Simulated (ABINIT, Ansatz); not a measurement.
## Quasiparticle gap of CaAlSiH (P3m1) in ABINIT

How does a plane-wave GW calculation on CaAlSiH (P3m1) run from the first input to the gap?

Program: ABINIT 10.8.3. Level of theory: PBEsol and many-body steps on it, plane waves. Values are calculated unless marked as measured.

## Step 1: Starting point

It takes space group P3m1 (No. 156, trigonal). Conventional cell: a = 4.143 Å, b = 4.143 Å, c = 4.698 Å, α = 90.00°, β = 90.00°, γ = 120.00°. Ca has 3 H at 2.42 Å and 3 Si at 3.14 Å nearest. Nearest to Al lie 1 H at 1.75 Å and 3 Si at 2.45 Å. Nearest to Si lie 3 Al at 2.45 Å and 3 Ca at 3.14 Å. Nearest to H lie 1 Al at 1.75 Å and 3 Ca at 2.42 Å. Farther neighbours, and contacts between anions beyond the nearest, are not listed.

The cell and positions are those that the Materials Project relaxed with its own functionals (PBE, PBE+U or r2SCAN), kept fixed.

## Step 2: Ground state

This step: ABINIT 10.8.3; DFT, PBEsol, plane waves, norm-conserving pseudopotentials.

The ground-state density comes first.

File run.abi:

```
acell 3*1.0 Angstrom
rprim 
  4.143280229474 0.000000000031 0.000000000000
  -2.071640114764 3.588185933707 0.000000000000
  0.000000000000 0.000000000000 4.698226000000
ntypat 4
znucl 20 13 14 1
natom 4
typat 1 2 3 4
xred 
  0.000000000000 0.000000000000 0.999921000000
  0.666666666667 0.333333333333 0.457112000000
  0.333333333333 0.666666666667 0.565892000000
  0.666666666667 0.333333333333 0.083775000000
pp_dirpath "pseudos"
pseudos "Ca.upf, Al.upf, Si.upf, H.upf"
ecut 32
ngkpt 6 6 4
nshiftk 1
shiftk 0 0 0
kptopt 1
chksymbreak 0
nband 15
occopt 1
tolvrs 1e-10
nstep 60
prtwf 0
optforces 0
optstress 0
indata_prefix "in"
outdata_prefix "out"
tmpdata_prefix "tmp"
```

Started as:

```console
> OMP_NUM_THREADS=1 mpirun -n 4 abinit run.abi > log
```

The program printed:

```text
.Version 10.8.3 of ABINIT. v10.8.2 released Aug 2026.

 Symmetries : space group P3 m 1 (#156); Bravais hP (primitive hexag.)
================================================================================
 Values of the parameters that define the memory need of the present run
     intxc =       0    ionmov =       0      iscf =       7    lmnmax =       6
     lnmax =       6     mgfft =      48  mpssoang =       3    mqgrid =    3001
     natom =       4  nloc_mem =       1    nspden =       1   nspinor =       1
    nsppol =       1      nsym =       6    n1xccc =    2501    ntypat =       4
    occopt =       1   xclevel =       2
-    mband =          15        mffmem =           1         mkmem =           6
       mpw =        4092          nfft =       76800          nkpt =          24
================================================================================
  Rough estimation (10% accuracy) of disk space for files :
================================================================================

--------------------------------------------------------------------------------
------------- Echo of variables that govern the present computation ------------
--------------------------------------------------------------------------------
 -outvars: echo values of preprocessed input variables --------
            acell      1.8897261259E+00  1.8897261259E+00  1.8897261259E+00 Bohr

      chksymbreak           0
             ecut      3.20000000E+01 Hartree
-          fftalg         312

              ixc     -116133
              kpt      0.00000000E+00  0.00000000E+00  0.00000000E+00
                       1.66666667E-01  0.00000000E+00  0.00000000E+00
                       3.33333333E-01  0.00000000E+00  0.00000000E+00
                       5.00000000E-01  0.00000000E+00  0.00000000E+00
                       1.66666667E-01  1.66666667E-01  0.00000000E+00
                       3.33333333E-01  1.66666667E-01  0.00000000E+00
                       3.33333333E-01  3.33333333E-01  0.00000000E+00
                       0.00000000E+00  0.00000000E+00  2.50000000E-01
                       1.66666667E-01  0.00000000E+00  2.50000000E-01
   [... 13 further rows ...]
                       3.33333333E-01  1.66666667E-01  5.00000000E-01
                       3.33333333E-01  3.33333333E-01  5.00000000E-01
         kptrlatt        6    0    0      0    6    0      0    0    4
          kptrlen      3.55134417E+01
P           mkmem           6
            natom           4
            nband          15
            ngfft          40      40      48
             nkpt          24
            nstep          60
             nsym           6
           ntypat           4
              occ      2.000000  2.000000  2.000000  2.000000  2.000000  2.000000
                       2.000000  2.000000  2.000000  0.000000  0.000000  0.000000
[...]
optforces           0
        optstress           0
            prtwf           0
            rprim      4.1432802295E+00  3.1000000000E-11  0.0000000000E+00
[...]
spgroup         156

           tolvrs      1.00000000E-10

             xred      0.0000000000E+00  0.0000000000E+00  9.9992100000E-01
[...]
znucl       20.00000   13.00000   14.00000    1.00000

================================================================================

 chkinp: Checking input parameters for consistency.

================================================================================
== DATASET  1 ==================================================================
-   mpi_nproc: 4, omp_nthreads: 1 (-1 if OMP is not activated)

--- !DatasetInfo
iteration_state: {dtset: 1, }
dimensions: {natom: 4, nkpt: 24, mband: 15, nsppol: 1, nspinor: 1, nspden: 1, mpw: 4092, }
cutoff_energies: {ecut:  32.0, pawecutdg:  -1.0, }
electrons: {nelect:   1.80000000E+01, charge:   0.00000000E+00, occopt:   1.00000000E+00, tsmear:   1.00000000E-02, }

 Real(R)+Recip(G) space primitive vectors, cartesian coordinates (Bohr,Bohr^-1):
 R(1)=  7.8296649  0.0000000  0.0000000  G(1)=  0.1277194  0.0737388  0.0000000
 R(2)= -3.9148324  6.7806887  0.0000000  G(2)=  0.0000000  0.1474776  0.0000000
 R(3)=  0.0000000  0.0000000  8.8783604  G(3)=  0.0000000  0.0000000  0.1126334
 Unit cell volume ucvol=  4.7135677E+02 bohr^3
 Angles (23,13,12)=  9.00000000E+01  9.00000000E+01  1.20000000E+02 degrees

 getcut: wavevector=  0.0000  0.0000  0.0000  ngfft=  40  40  48
         ecut(hartree)=     32.000   => boxcut(ratio)=   2.00621

--- Pseudopotential description ------------------------------------------------
- Ca Generated using ONCVPSP code by D. R. Hamann
- 20.00000  10.00000  180301                  znucl, zion, pspdat
12 -116133 2 -1 1746                          pspcod,pspxc,lmax,lloc,mmax
     nproj     2     2     2
  pspatm : epsatm=   12.46101000
         --- l  ekb(1:nproj) -->
[...]
pspatm: atomic psp has been read  and splines computed

- Al Generated using ONCVPSP code by D. R. Hamann
- 13.00000   3.00000  180301                  znucl, zion, pspdat
12 -116133 2 -1 1876                          pspcod,pspxc,lmax,lloc,mmax
     nproj     2     2     2
  pspatm : epsatm=    0.68509285
         --- l  ekb(1:nproj) -->
[...]
pspatm: atomic psp has been read  and splines computed

- Si Generated using ONCVPSP code by D. R. Hamann
- 14.00000   4.00000  180301                  znucl, zion, pspdat
12 -116133 2 -1 1510                          pspcod,pspxc,lmax,lloc,mmax
     nproj     2     2     2
  pspatm : epsatm=    7.86468660
         --- l  ekb(1:nproj) -->
[...]
pspatm: atomic psp has been read  and splines computed

- H Generated using ONCVPSP code by D. R. Hamann
-  1.00000   1.00000  180301                  znucl, zion, pspdat
12 -116133 1 -1 1180                          pspcod,pspxc,lmax,lloc,mmax
     nproj     2     1     0
  pspatm : epsatm=    0.35585368
         --- l  ekb(1:nproj) -->
[...]
1   -0.494138
 pspatm: atomic psp has been read  and splines computed

   3.84599576E+02                                ecore*ucvol(ha*bohr**3)
--------------------------------------------------------------------------------

_setup2: Arith. and geom. avg. npw (full set) are    4075.465    4075.454

================================================================================

--- !BeginCycle
iteration_state: {dtset: 1, }
solver: {iscf: 7, nstep: 60, nline: 4, wfoptalg: 0, }
tolerances: {tolvrs: 1.00E-10, }

     iter   Etot(hartree)      deltaE(h)  residm     vres2
 ETOT  1  -45.791402    -4.579E+01 4.485E-02 8.032E+01
 ETOT  2  -45.828528    -3.713E-02 1.307E-01 8.945E+00
 ETOT  3  -45.829626    -1.098E-03 1.448E-02 2.704E-01
 ETOT  4  -45.829653    -2.741E-05 5.334E-03 1.492E-02
 ETOT  5  -45.829655    -1.488E-06 1.891E-03 6.191E-04
 ETOT  6  -45.829655    -1.042E-07 2.235E-03 4.361E-05
 ETOT  7  -45.829655    -7.236E-09 3.280E-03 2.006E-06
 ETOT  8  -45.829655    -6.500E-10 2.045E-03 1.124E-07
 ETOT  9  -45.829655    -3.123E-11 2.308E-03 6.071E-09
 ETOT 10  -45.829655    -3.205E-12 7.672E-04 4.680E-10
 ETOT 11  -45.829655    -7.532E-13 6.192E-04 6.147E-12

 At SCF step   11       vres2   =  6.15E-12 < tolvrs=  1.00E-10 =>converged.

--- !ResultsGS
iteration_state: {dtset: 1, }
comment   : Summary of ground state results
lattice_vectors:
- [  7.8296649,   0.0000000,   0.0000000, ]
- [ -3.9148324,   6.7806887,   0.0000000, ]
- [  0.0000000,   0.0000000,   8.8783604, ]
lattice_lengths: [   7.82966,    7.82966,    8.87836, ]
lattice_angles: [ 90.000,  90.000, 120.000, ] # degrees, (23, 13, 12)
lattice_volume:   4.7135677E+02
convergence: {deltae: -7.532E-13, res2:  6.147E-12, residm:  6.192E-04, diffor:  0.000E+00, }
etotal    :  -4.58296549E+01
entropy   :   0.00000000E+00
fermie    :   2.06185172E-01
cartesian_stress_tensor: null
pressure_GPa: null
xred      :
- [  0.0000E+00,   0.0000E+00,   9.9992E-01, Ca]
- [  6.6667E-01,   3.3333E-01,   4.5711E-01, Al]
- [  3.3333E-01,   6.6667E-01,   5.6589E-01, Si]
- [  6.6667E-01,   3.3333E-01,   8.3775E-02,  H]
cartesian_forces: null
force_length_stats: {min: null, max: null, mean: null, }

 Integrated electronic density in atomic spheres:
 ------------------------------------------------
 Atom  Sphere_radius  Integrated_density
[...]
4        2.00000          1.35752497
================================================================================

 ----iterations are completed or convergence reached----

 Mean square residual over all n,k,spin=   53.446E-07; max=  61.922E-05
 reduced coordinates (array xred) for    4 atoms
       0.000000      0.000000      0.999921
       0.666667      0.333333      0.457112
       0.333333      0.666667      0.565892
       0.666667      0.333333      0.083775
 rms dE/dt=  0.0000E+00; max dE/dt=  0.0000E+00; dE/dt below (all hartree)
    1       0.000000      0.000000      0.000000
    2       0.000000      0.000000      0.000000
    3       0.000000      0.000000      0.000000
    4       0.000000      0.000000      0.000000

 cartesian coordinates (angstrom) at end:
    1      0.000000     0.000000     4.697855
    2      2.071640     1.196062     2.147615
    3     -1.8e-11     2.392124     2.658689
    4      2.071640     1.196062     0.393594
 length scales=  1.889726  1.889726  1.889726 bohr
              =  1.000000  1.000000  1.000000 angstroms
 prteigrs : about to open file out_EIG
 Fermi (or HOMO) energy (hartree) =   0.20619   Average Vxc (hartree)=  -0.34645
 Eigenvalues (hartree) for nkpt=  24  k points:
 kpt#   1, nband= 15, wtk=  0.00694, kpt=  0.0000  0.0000  0.0000 (reduced coord)
  -1.30183   -0.60884   -0.60529   -0.60529   -0.16054    0.03870    0.13458    0.17197
   0.17197    0.25991    0.29923    0.29923    0.33070    0.33117    0.34895
 prteigrs : prtvol=0 or 1, do not print more k-points.

--- !EnergyTerms
iteration_state     : {dtset: 1, }
comment             : Components of total free energy in Hartree
kinetic             :  1.618059E+01
hartree             :  9.936304E+00
xc                  : -1.023380E+01
Ewald energy        : -3.079183E+01
psp_core            :  8.159415E-01
local_psp           : -3.588058E+01
non_local_psp       :  4.143717E+00
total_energy        : -4.582965E+01
total_energy_eV     : -1.247088E+03
band_energy         : -5.755791E+00

== END DATASET(S) ==============================================================
================================================================================

 -outvars: echo values of variables after computation  --------
           etotal     -4.5829654900E+01
            nband          15
             nkpt          24
          spgroup         156
 [... the other variables as echoed above ...]

 Calculation completed.
```

It took 19 s on 4 MPI ranks of Arm Neoverse V1, shared host; peak memory 0.33 GiB.

Read from the output:

* total energy: -1247.0884 eV
* gap: 0.2893 eV
* k of the valence top: 0, 0, 0.5
* k of the conduction bottom: 0.5, 0, 0
* least direct gap: 1.214 eV

The gap is indirect, with the least direct gap 0.93 eV higher.

## Step 3: Empty states on the mesh, 3×3×4 mesh, 47 bands

The sums over transitions need many empty states on a uniform mesh; this step solves for them.

run.abi: that of step 2 with these lines changed.

```diff
@@ -17,3 +17,3 @@
 ecut 32
-ngkpt 6 6 4
+ngkpt 3 3 4
 nshiftk 1
@@ -22,9 +22,10 @@
 chksymbreak 0
-nband 15
-occopt 1
-tolvrs 1e-10
+iscf -2
+irdden 1
+istwfk *1
+nband 47
+nbdbuf 4
+tolwfr 1e-09
 nstep 60
-prtwf 0
-optforces 0
-optstress 0
+prtvol 0
 indata_prefix "in"
```

The program printed:

```text
.Version 10.8.3 of ABINIT. v10.8.2 released Aug 2026.

 Symmetries : space group P3 m 1 (#156); Bravais hP (primitive hexag.)
[... echo of the input left out ...]
== DATASET  1 ==================================================================
-   mpi_nproc: 4, omp_nthreads: 1 (-1 if OMP is not activated)

--- !DatasetInfo
iteration_state: {dtset: 1, }
dimensions: {natom: 4, nkpt: 10, mband: 47, nsppol: 1, nspinor: 1, nspden: 1, mpw: 4092, }
cutoff_energies: {ecut:  32.0, pawecutdg:  -1.0, }
electrons: {nelect:   1.80000000E+01, charge:   0.00000000E+00, occopt:   1.00000000E+00, tsmear:   1.00000000E-02, }

 Real(R)+Recip(G) space primitive vectors, cartesian coordinates (Bohr,Bohr^-1):
 R(1)=  7.8296649  0.0000000  0.0000000  G(1)=  0.1277194  0.0737388  0.0000000
 R(2)= -3.9148324  6.7806887  0.0000000  G(2)=  0.0000000  0.1474776  0.0000000
 R(3)=  0.0000000  0.0000000  8.8783604  G(3)=  0.0000000  0.0000000  0.1126334
 Unit cell volume ucvol=  4.7135677E+02 bohr^3
 Angles (23,13,12)=  9.00000000E+01  9.00000000E+01  1.20000000E+02 degrees

 getcut: wavevector=  0.0000  0.0000  0.0000  ngfft=  40  40  48
         ecut(hartree)=     32.000   => boxcut(ratio)=   2.00621

--- Pseudopotential description ------------------------------------------------
- Ca Generated using ONCVPSP code by D. R. Hamann
- 20.00000  10.00000  180301                  znucl, zion, pspdat
12 -116133 2 -1 1746                          pspcod,pspxc,lmax,lloc,mmax
     nproj     2     2     2
  pspatm : epsatm=   12.46101000
         --- l  ekb(1:nproj) -->
             0   10.054847    0.973777
             1    2.998958    0.458102
             2   -3.447298   -1.091650
 pspatm: atomic psp has been read  and splines computed

- Al Generated using ONCVPSP code by D. R. Hamann
- 13.00000   3.00000  180301                  znucl, zion, pspdat
12 -116133 2 -1 1876                          pspcod,pspxc,lmax,lloc,mmax
     nproj     2     2     2
  pspatm : epsatm=    0.68509285
         --- l  ekb(1:nproj) -->
[...]
pspatm: atomic psp has been read  and splines computed

- Si Generated using ONCVPSP code by D. R. Hamann
- 14.00000   4.00000  180301                  znucl, zion, pspdat
12 -116133 2 -1 1510                          pspcod,pspxc,lmax,lloc,mmax
     nproj     2     2     2
  pspatm : epsatm=    7.86468660
         --- l  ekb(1:nproj) -->
[...]
pspatm: atomic psp has been read  and splines computed

- H Generated using ONCVPSP code by D. R. Hamann
-  1.00000   1.00000  180301                  znucl, zion, pspdat
12 -116133 1 -1 1180                          pspcod,pspxc,lmax,lloc,mmax
     nproj     2     1     0
  pspatm : epsatm=    0.35585368
         --- l  ekb(1:nproj) -->
[...]
1   -0.494138
 pspatm: atomic psp has been read  and splines computed

[...]
3.95E-10  5.96E-10  2.45E-10  6.51E-10  2.40E-10  3.72E-10  2.43E-10  7.80E-10
  2.41E-10  4.43E-10  3.82E-10  1.88E-10  4.42E-10  8.37E-10  3.02E-10  7.10E-10
[...]
7.45E-10  8.07E-10  4.45E-10  3.02E-09  2.17E-08  1.76E-05  8.75E-05
 -1.3018E+00 -6.0884E-01 -6.0529E-01 -6.0529E-01 -1.6054E-01  3.8705E-02
  1.3458E-01  1.7197E-01  1.7197E-01  2.5991E-01  2.9923E-01  2.9923E-01
  3.3064E-01  3.3064E-01  3.4894E-01  3.4894E-01  3.5412E-01  4.2264E-01
  4.7924E-01  4.9125E-01  4.9125E-01  5.5714E-01  6.8451E-01  6.8451E-01
  6.9991E-01  6.9991E-01  7.0188E-01  7.3206E-01  7.3206E-01  8.3030E-01
  8.6738E-01  8.9514E-01  9.6849E-01  9.6849E-01  1.0406E+00  1.0406E+00
  1.0999E+00  1.1061E+00  1.1122E+00  1.1554E+00  1.1554E+00  1.1791E+00
  1.1791E+00  1.2414E+00  1.2414E+00  1.2938E+00  1.3283E+00
 prteigrs : prtvol=0 or 1, do not print more k-points.

--- !ResultsGS
iteration_state: {dtset: 1, }
comment   : Summary of ground state results
lattice_vectors:
- [  7.8296649,   0.0000000,   0.0000000, ]
- [ -3.9148324,   6.7806887,   0.0000000, ]
- [  0.0000000,   0.0000000,   8.8783604, ]
lattice_lengths: [   7.82966,    7.82966,    8.87836, ]
lattice_angles: [ 90.000,  90.000, 120.000, ] # degrees, (23, 13, 12)
lattice_volume:   4.7135677E+02
convergence: {deltae:  0.000E+00, res2:  0.000E+00, residm:  9.956E-10, diffor:  0.000E+00, }
etotal    :  -4.58296549E+01
entropy   :   0.00000000E+00
fermie    :   2.06185172E-01
cartesian_stress_tensor: null
pressure_GPa: null
xred      :
- [  0.0000E+00,   0.0000E+00,   9.9992E-01, Ca]
- [  6.6667E-01,   3.3333E-01,   4.5711E-01, Al]
- [  3.3333E-01,   6.6667E-01,   5.6589E-01, Si]
- [  6.6667E-01,   3.3333E-01,   8.3775E-02,  H]
cartesian_forces: null
force_length_stats: {min: null, max: null, mean: null, }

 Integrated electronic density in atomic spheres:
 ------------------------------------------------
 Atom  Sphere_radius  Integrated_density
[...]
================================================================================

 ----iterations are completed or convergence reached----

 Mean square residual over all n,k,spin=   53.632E-11; max=  99.563E-11
 reduced coordinates (array xred) for    4 atoms
[...]
0.333333      0.666667      0.565892
       0.666667      0.333333      0.083775

 cartesian coordinates (angstrom) at end:
    1      0.000000     0.000000     4.697855
    2      2.071640     1.196062     2.147615
    3     -1.8e-11     2.392124     2.658689
    4      2.071640     1.196062     0.393594
 length scales=  1.889726  1.889726  1.889726 bohr
              =  1.000000  1.000000  1.000000 angstroms
 prteigrs : about to open file out_EIG
 Eigenvalues (hartree) for nkpt=  10  k points:
 kpt#   1, nband= 47, wtk=  0.02778, kpt=  0.0000  0.0000  0.0000 (reduced coord)
[...]
0.69991    0.69991    0.70188    0.73206    0.73206    0.83030    0.86738    0.89514
   0.96849    0.96849    1.04064    1.04064    1.09986    1.10610    1.11223    1.15543
   1.15543    1.17911    1.17911    1.24139    1.24139    1.29384    1.32832
 prteigrs : prtvol=0 or 1, do not print more k-points.

== END DATASET(S) ==============================================================
================================================================================

 -outvars: echo values of variables after computation  --------
            nband          47
             nkpt          10
          spgroup         156
 [... the other variables as echoed above ...]

 Calculation completed.
```

Elapsed: 18 s, on 4 MPI ranks; peak memory 0.29 GiB.

Numbers from this step:

- gap: 0.5728 eV
- k of the valence top: 0, 0, 0.5
- k of the conduction bottom: -0.3333, 0, 0.25
- least direct gap: 1.364 eV
- k points computed: 10
- lowest point of the top converged band, above the valence top: 25.06 eV

On this mesh the gap is 0.573 eV. The earlier step found 0.289 eV, so this mesh misses an edge.

(Continued in part 2 of 2.)

[Long decimals in the printed logs are rounded to 6 places.]

[Logs are printed without paths, hosts, clocks, repeated set-up lines and the standing remarks that a program may print on its own settings, such as how far it seeks lower states.]

[Paths, hosts, dates, memory and timing lines, banners, echoed tables and standing remarks are left out of the program output; an Ansatz launch command may be rebuilt from the run's recorded settings. Measured values are a selection of at most five: reports struck by readers or far from the other reports are left out. None is set beside runs whose start may be inverted or whose files or cutoffs have a known fault.]

[Runs of the session that timed out or met a known fault of the program may be left out.]

[Hosts, paths, dates, database ids (printed as entryN), source tags and the programs' standing remarks are cut or masked in the printed files.]

[G0W0 gaps are taken among the corrected bands and points alone; a level outside them can change the order at an edge.]

[Where Ansatz stands beside ABINIT at settings called matched, ABINIT's density can come from a denser mesh and the files from another edition; pairs whose starting gaps differed by over 0.03 eV were left out, so agreement reads better than it is.]
